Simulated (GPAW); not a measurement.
# GaN (F-43m): G0W0 with GPAW, start to end

How does a plane-wave GW calculation on GaN (F-43m) run from the first input to the gap?

Program: GPAW 26.7.0. Level of theory: PBE and many-body steps on it, plane waves. Results are calculated unless marked as measured.

**Experimental background.**

- Gap 3.23 eV: absorption onset (direct gap at Gamma) of unexcited film, from imaginary part of dielectric function; spectroscopic ellipsometry (steady-state reference of time-resolved measurement); 300 K; film on 3C-SiC/Si(001) (“Femtosecond pump-probe absorption edge spectroscopy of cubic GaN”, 2022, arxiv:2206.02223).

Most raw output is cut from this account.

## 1. Set-up

Symmetry: F-43m, No. 216, cubic system. The conventional cell has a = 4.507 Å, b = 4.507 Å, c = 4.507 Å, α = 90.00°, β = 90.00°, γ = 90.00°. Nearest to Ga lie 4 N at 1.95 Å. Nearest to N lie 4 Ga at 1.95 Å. Farther neighbours and most contacts between anions are not listed.

The cell and positions are those that the Materials Project relaxed with its own functionals (PBE, PBE+U or r2SCAN), kept fixed. This is not the form that GaN usually takes at ambient conditions.

## 2. Ground state

This step: GPAW 26.7.0; DFT, PBE, plane waves, PAW.

The ground-state density comes first.

The input, run.py:

```python
import json
import numpy as np
from gpaw.mpi import world
from ase import Atoms
from gpaw import GPAW, PW, FermiDirac

atoms = Atoms(['Ga', 'N'],
    cell=[[0.0000000000, 2.2535006075, 2.2535006075],
      [2.2535006075, 0.0000000000, 2.2535006075],
      [2.2535006075, 2.2535006075, 0.0000000000]],
    scaled_positions=[[0.0000000000, 0.0000000000, 0.0000000000],
      [0.7500000000, 0.7500000000, 0.7500000000]],
    pbc=(True, True, True))
calc = GPAW(mode=PW(600),
    xc='PBE',
    kpts={'size': (10, 10, 10), 'gamma': True},
    occupations=FermiDirac(0.001),
    nbands=-7,
    convergence={'density': 1e-6, 'bands': -3},
    maxiter=100,
    txt='gs.txt')
atoms.calc = calc
res = {'energy': atoms.get_potential_energy()}
kpts = calc.get_ibz_k_points()
res['kpts'] = kpts
res['eigenvalues'] = [calc.get_eigenvalues(kpt=k) for k in range(len(kpts))]
res['n_electrons'] = calc.get_number_of_electrons()
calc.write('gs.gpw')

if world.rank == 0:
    with open('result.json', 'w') as f:
        json.dump(res, f, default=lambda x: x.tolist())
```

Launch:

```console
$ mpirun -n 4 gpaw python run.py
```

Wall time 4.9 s (4 MPI ranks of Intel Xeon Platinum 8375C at 2.90GHz (Ice Lake), shared host); peak memory 0.62 GiB; 19 s of CPU time.

This step gave:

```yaml
total_energy: -11.92 eV
gap: 1.804 eV
k_of_the_valence_top: 0, 0, 0
k_of_the_conduction_bottom: 0, 0, 0
least_direct_gap: 1.804 eV
```

The gap is direct, at Γ.

## 3. Bands along the symmetry lines

The cheap functional maps the bands first; the places of the edges decide which points the dearer methods must see.

The input, run.py:

```python
import json
import numpy as np
from gpaw.mpi import world
from gpaw import GPAW

path = [[0.000000, 0.000000, 0.000000],
    [-0.062500, -0.062500, 0.000000],
    [-0.125000, -0.125000, 0.000000],
    [-0.187500, -0.187500, 0.000000],
    [-0.250000, -0.250000, 0.000000],
    [-0.312500, -0.312500, 0.000000],
    [-0.375000, -0.375000, 0.000000],
    [-0.437500, -0.437500, 0.000000],
    [-0.500000, -0.500000, 0.000000],
    [-0.484375, -0.484375, 0.031250],
    [-0.468750, -0.468750, 0.062500],
    [-0.453125, -0.453125, 0.093750],
    [-0.437500, -0.437500, 0.125000],
    [-0.421875, -0.421875, 0.156250],
    [-0.406250, -0.406250, 0.187500],
    [-0.390625, -0.390625, 0.218750],
    [-0.375000, -0.375000, 0.250000],
    [-0.375000, 0.000000, 0.375000],
    [-0.328125, 0.000000, 0.328125],
    [-0.281250, 0.000000, 0.281250],
    [-0.234375, 0.000000, 0.234375],
    [-0.187500, 0.000000, 0.187500],
    [-0.140625, 0.000000, 0.140625],
    [-0.093750, 0.000000, 0.093750],
    [-0.046875, 0.000000, 0.046875],
    [0.000000, 0.000000, 0.000000],
    [0.000000, 0.000000, 0.062500],
    [0.000000, 0.000000, 0.125000],
    [0.000000, 0.000000, 0.187500],
    [0.000000, 0.000000, 0.250000],
    [0.000000, 0.000000, 0.312500],
    [0.000000, 0.000000, 0.375000],
    [0.000000, 0.000000, 0.437500],
    [0.000000, 0.000000, 0.500000],
    [-0.062500, -0.031250, 0.468750],
    [-0.125000, -0.062500, 0.437500],
    [-0.187500, -0.093750, 0.406250],
    [-0.250000, -0.125000, 0.375000],
    [-0.312500, -0.156250, 0.343750],
    [-0.375000, -0.187500, 0.312500],
    [-0.437500, -0.218750, 0.281250],
    [-0.500000, -0.250000, 0.250000],
    [-0.500000, -0.281250, 0.218750],
    [-0.500000, -0.312500, 0.187500],
    [-0.500000, -0.343750, 0.156250],
    [-0.500000, -0.375000, 0.125000],
    [-0.500000, -0.406250, 0.093750],
    [-0.500000, -0.437500, 0.062500],
    [-0.500000, -0.468750, 0.031250],
    [-0.500000, -0.500000, 0.000000]]
calc = GPAW('gs.gpw').fixed_density(kpts=path,
    symmetry='off',
    nbands=14,
    convergence={'bands': 10},
    txt='bands.txt')
res = {}
kpts = calc.get_ibz_k_points()
res['kpts'] = kpts
res['eigenvalues'] = [calc.get_eigenvalues(kpt=k) for k in range(len(kpts))]
res['n_electrons'] = calc.get_number_of_electrons()

if world.rank == 0:
    with open('result.json', 'w') as f:
        json.dump(res, f, default=lambda x: x.tolist())
```

Launch:

```console
$ mpirun -n 4 gpaw python run.py
```

Elapsed: 4.5 s, on 4 MPI ranks; peak memory 0.64 GiB.

Numbers from this step:

- gap: 1.804 eV
- k of the valence top: 0, 0, 0
- k of the conduction bottom: 0, 0, 0
- least direct gap: 1.804 eV

The gap is 1.804 eV, as in the run before at this level.

Electronic bands along the path, in eV, zero at the top of the highest filled band; v1 is the highest filled band, c1 the lowest empty one:

```tsv
point	v4	v3	v2	v1	c1	c2	c3	c4
Γ	-15.89	0.00	0.00	0.00	1.80	10.39	10.39	10.39
halfway	-14.69	-3.55	-1.49	-1.49	4.66	7.49	11.58	12.08
X	-12.88	-6.18	-2.66	-2.66	3.38	6.75	11.79	13.99
halfway	-12.86	-6.06	-3.32	-2.52	3.98	7.21	11.65	13.63
U	-12.88	-5.83	-4.26	-2.15	5.05	7.98	11.14	12.89
jump to K	-12.88	-5.83	-4.26	-2.15	5.05	7.98	11.14	12.89
halfway	-14.58	-4.30	-2.13	-0.53	5.31	8.59	9.70	11.21
Γ	-15.89	0.00	0.00	0.00	1.80	10.39	10.39	10.39
halfway	-14.99	-3.95	-0.52	-0.52	4.15	8.89	10.84	10.84
L	-13.62	-6.99	-0.96	-0.96	4.72	8.82	10.41	10.41
halfway	-13.24	-6.37	-3.02	-1.76	6.72	7.10	10.18	11.74
W	-12.78	-5.63	-3.76	-3.58	6.30	8.52	10.34	11.15
halfway	-12.84	-5.95	-3.18	-3.16	4.63	7.58	11.53	12.33
X	-12.88	-6.18	-2.66	-2.66	3.38	6.75	11.79	13.99
```

## 4. Empty states on the mesh, 6×6×6 mesh, 130 bands

The sums over transitions need many empty states on a uniform mesh; this step solves for them.

The input, run.py:

```python
import json
import numpy as np
from gpaw.mpi import world
from gpaw import GPAW

calc = GPAW('gs.gpw').fixed_density(kpts={'size': (6, 6, 6), 'gamma': True},
    parallel={'domain': 1, 'band': 1},
    txt='nscf.txt')
calc.diagonalize_full_hamiltonian(nbands=130)
calc.write('full.gpw', mode='all')
res = {}
kpts = calc.get_ibz_k_points()
res['kpts'] = kpts
res['eigenvalues'] = [calc.get_eigenvalues(kpt=k) for k in range(len(kpts))]
res['n_electrons'] = calc.get_number_of_electrons()

if world.rank == 0:
    with open('result.json', 'w') as f:
        json.dump(res, f, default=lambda x: x.tolist())
```

Launch:

```console
$ mpirun -n 4 gpaw python run.py
```

Wall time 5.1 s (4 MPI ranks); peak memory 0.84 GiB.

Numbers from this step:

```yaml
gap: 1.804 eV
k_of_the_valence_top: 0, 0, 0
k_of_the_conduction_bottom: 0, 0, 0
least_direct_gap: 1.804 eV
k_points_computed: 16
lowest_point_of_the_top_converged_band_above_the_valence_top: 164.4164 eV
```

On this mesh the gap is 1.804 eV.

## 5. Screening and self-energy, 6×6×6 mesh, 120 bands, screening to 175 eV

Now the one-shot GW correction: screening in the RPA, then the self-energy of the levels asked for.

This step: G0W0 on PBE, plane waves, PAW.

The input, run.py:

```python
import json
import numpy as np
from gpaw.mpi import world
from gpaw.response.g0w0 import G0W0

gw = G0W0('full.gpw',
    filename='gw',
    kpts=[0],
    bands=(2, 6),
    ecut=175,
    nbands=120,
    integrate_gamma='WS',
    ppa=True)
gw.calculate()
res = {mode: {k: v for k, v in r.items() if k != 'sigma_eskwn'}
       for mode, r in gw.all_results.items()}

if world.rank == 0:
    with open('result.json', 'w') as f:
        json.dump(res, f, default=lambda x: x.tolist())
```

Launch:

```console
$ mpirun -n 4 gpaw python run.py
```

Run time: 44 s. Hardware: 4 MPI ranks; peak memory 0.99 GiB; 2.9 min of CPU time.

This step gave:

```
G0W0 gap on the points computed              : 3.258 eV
least direct G0W0 gap on the computed points : 3.258 eV
Z at the valence top                         : 0.7802
Z at the conduction bottom                   : 0.8127
starting gap on the mesh                     : 1.804 eV
k of the valence top                         : 0, 0, 0
k of the conduction bottom                   : 0, 0, 0
```

The gap on the mesh goes from 1.80 eV to 3.26 eV, a correction of +1.45 eV.

Limits: finite bands, cutoff and mesh; no spin-orbit coupling. v1 is the top filled band, c1 the lowest empty one. Levels before and after the correction, in eV, zero at the valence-band top of each column:

```tsv
	conduction bottom	valence top
Kohn-Sham	1.80	0.00
G0W0	3.26	0.00
```

```tsv
	level	energy (eV)
Kohn-Sham	Γ v2-v1	0.000
Kohn-Sham	Γ c1	1.804
Kohn-Sham	Γ c2	10.393
G0W0	Γ v2-v1	0.000
G0W0	Γ c1	3.258
G0W0	Γ c2	12.100
```

## 6. Where the time went

Times are wall times on 4 MPI ranks of Intel Xeon Platinum 8375C at 2.90GHz (Ice Lake), shared host, good to a factor of about two.

```tsv
step	time	share	memory (GiB)
ground state	4.9 s	8 %	0.62
bands along the symmetry lines	4.5 s	8 %	0.64
empty states on the mesh	5.1 s	9 %	0.84
screening and self-energy	44 s	75 %	0.99
```

## 7. Summary of results

- PBE gap: 1.80 eV, direct
- G0W0 gap on the mesh: 3.26 eV
- GW settings: 6×6×6 mesh, 120 bands, screening to 175 eV, Godby-Needs plasmon pole
- known limits: not at the basis limit; no spin-orbit coupling

In words: G0W0 moves the gap on the mesh from 1.80 eV to 3.26 eV (+1.45 eV), with Z of 0.78 and 0.81 at the edges. Only 1 of the mesh's irreducible points was corrected, so a valley elsewhere could overtake. The dearest step here is «screening and self-energy». Against experiment, by G0W0@PBE: the direct gap of 3.26 eV lies +0.03 eV from the measured 3.23 eV (exciton, 300 K, on 3C-SiC/Si(001), 2022). An exciton line or allowed optical edge lies below the quasiparticle gap by the binding energy; a forbidden edge can push the onset above it. The calculation has static nuclei and no excitons; a measured gap holds zero-point and thermal motion, which mostly lowers it. Bands and cutoff are finite, so the gap is not at the basis limit. The miss can reach some tenths of an eV and take either sign; the mesh is an error of its own. These stock PAW sets were not made for GW; the filled d or f shell of Ga lies in the frozen core, which bears on start and correction. In the G0W0 run levels were corrected at 1 k point alone, so a gap called «on the mesh» is the least over those, and an edge elsewhere would be missed. The many-body steps are scalar-relativistic: spin-orbit coupling is not in them.

[Paths, hosts, dates, memory and timing lines, banners, echoed tables and standing remarks are left out of the program output.]

[Logs are printed without paths, hosts, clocks, repeated set-up lines and the standing remarks that a program may print on its own settings, such as how far it seeks lower states.]

[Runs of the session that timed out or met a known fault of the program may be left out.]

[Hosts, paths, dates, database ids (printed as entryN), source tags and the programs' standing remarks are cut or masked in the printed files.]
